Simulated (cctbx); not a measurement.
## What is wrong with this refinement?

Cell a = 7.9280 Å, b = 10.3350 Å, c = 9.6400 Å, α = 90.00°, β = 105.82°, γ = 90.00°; space group P2_1/c (no. 14). The compound is Pr2Te2O9.

Simulated single-crystal data (cctbx): Mo Kα, λ = 0.71073 Å, to d = 0.65 Å, 70 % of the full sphere, strongest reflection 70000 counts, noise from counting, a 6 % proportional error and a noise floor of 15 counts (s.d.); no absorption.

An anisotropic refinement with weights 1/σ² prints:

```text
Rint 0.040, 2850 unique reflections to 0.65 A
cycle     R1     wR2    GooF  max shift (A)
   1  0.0434  0.1417   2.773   0.04573
   3  0.0453  0.1372   2.686   0.00003
final R1 0.0453 wR2 0.1372 GooF 2.686  parameters 108  data/parameter 26.4
atom        x        y        z      Ueq    occ   su(xyz)  su(Uiso or U11)
Pr1    0.26934  0.54168  0.57515   0.0077  1.000  0.00006  0.0002
Pr2    0.23625  0.95034  0.64841   0.0081  1.000  0.00006  0.0002
Te1    0.42782  0.22433  0.53390   0.0075  1.000  0.00006  0.0002
Te2    0.07299  0.25093  0.73139   0.0099  1.000  0.00007  0.0002
O1     0.25355  0.31774  0.64379   0.0156  1.000  0.00085  0.0030
O2     0.97581  0.42861  0.66099   0.0146  1.000  0.00085  0.0027
O3     0.58752  0.28128  0.92347   0.0140  1.000  0.00086  0.0026
O4     0.53345  0.10585  0.66849   0.0173  1.000  0.00090  0.0029
O5     0.98532  0.11522  0.59131   0.0131  1.000  0.00082  0.0025
O6     0.28071  0.14019  0.87082   0.0217  1.000  0.00109  0.0036
O7     0.92392  0.21555  0.84132   0.0141  1.000  0.00086  0.0027
O8     0.55548  0.10254  0.10389   0.0184  1.000  0.00091  0.0029
difference map: max 23.28 min -2.47 rms 0.68
Q1    0.2409  0.1212  0.4278    4   23.95  1.88 A from Te1
Q2    0.2655  0.1268  0.8539    4    5.03  0.22 A from O6
Q3    0.2559  0.5403  0.5693    4    4.73  0.11 A from Pr1
Q4    0.2431  0.5554  0.1490    4    4.26  0.08 A from Pr2
Q5    0.4212  0.2195  0.5334    4    3.71  0.07 A from Te1
Q6    0.0735  0.2533  0.2338    4    2.99  0.05 A from Te2
```

**Question.** Can this result stand? If not, what is the likely fault?

Mend it. The fault: an atom left out, O at (0.2417, 0.3788, 0.9282). Against the right model at the same level, R1 goes from 0.0189 to 0.0453 and GooF from 0.93 to 2.69 and the top difference peak, 23.9 e/Å³, lies 1.88 Å from Te1. Q1 is the missing atom. With scattering power missing, scale and phases suffer, so peaks may also grow on the heavy atoms.

The compound is Pr2Te2O9. The right model at the same level gives:

```text
Rint 0.040, 2850 unique reflections to 0.65 A
cycle     R1     wR2    GooF  max shift (A)
   1  0.0191  0.0478   0.937   0.00082
   2  0.0189  0.0472   0.925   0.00000
final R1 0.0189 wR2 0.0472 GooF 0.925  parameters 117  data/parameter 24.4
atom        x        y        z      Ueq    occ   su(xyz)  su(Uiso or U11)
Pr1    0.26923  0.54170  0.57510   0.0085  1.000  0.00002  0.0001
Pr2    0.23628  0.95033  0.64841   0.0089  1.000  0.00002  0.0001
Te1    0.42774  0.22433  0.53388   0.0082  1.000  0.00002  0.0001
Te2    0.07301  0.25089  0.73143   0.0106  1.000  0.00002  0.0001
O1     0.25253  0.31840  0.64374   0.0160  1.000  0.00029  0.0010
O2     0.97635  0.42822  0.66141   0.0157  1.000  0.00030  0.0010
O3     0.58664  0.28211  0.92261   0.0150  1.000  0.00030  0.0009
O4     0.53330  0.10666  0.66939   0.0185  1.000  0.00031  0.0010
O5     0.98554  0.11534  0.59097   0.0142  1.000  0.00029  0.0009
O6     0.27655  0.13752  0.86791   0.0152  1.000  0.00030  0.0009
O7     0.92372  0.21460  0.84182   0.0146  1.000  0.00029  0.0009
O8     0.55671  0.10226  0.10439   0.0190  1.000  0.00032  0.0010
O9     0.24149  0.37865  0.92788   0.0147  1.000  0.00029  0.0009
difference map: max 1.34 min -1.15 rms 0.31
Q1    0.1423  0.0510  0.5576    4    1.41  1.43 A from Pr2
Q2    0.3522  0.5164  0.3670    4    1.26  1.13 A from O8
Q3    0.1513  0.1860  0.9733    4    1.22  1.62 A from O1
Q4    0.1491  0.2248  0.8945    4    1.18  1.43 A from O6
Q5    0.3710  0.6961  0.7672    4    1.13  1.24 A from O4
Q6    0.1981  0.1266  0.2352    4    1.09  1.22 A from O1
```

Isotropic U is held between 0.0001 and 1 Å² by the program, and listed peak heights are interpolated, so they can pass the grid's maximum.

The model is made up (kin elements in a known structure type, no relaxation), so it says nothing on whether the phase exists.

[Middle refinement cycles are left out of these outputs.]

[Logs are printed without paths, hosts, clocks, repeated set-up lines and the standing remarks that a program may print on its own settings, such as how far it seeks lower states.]
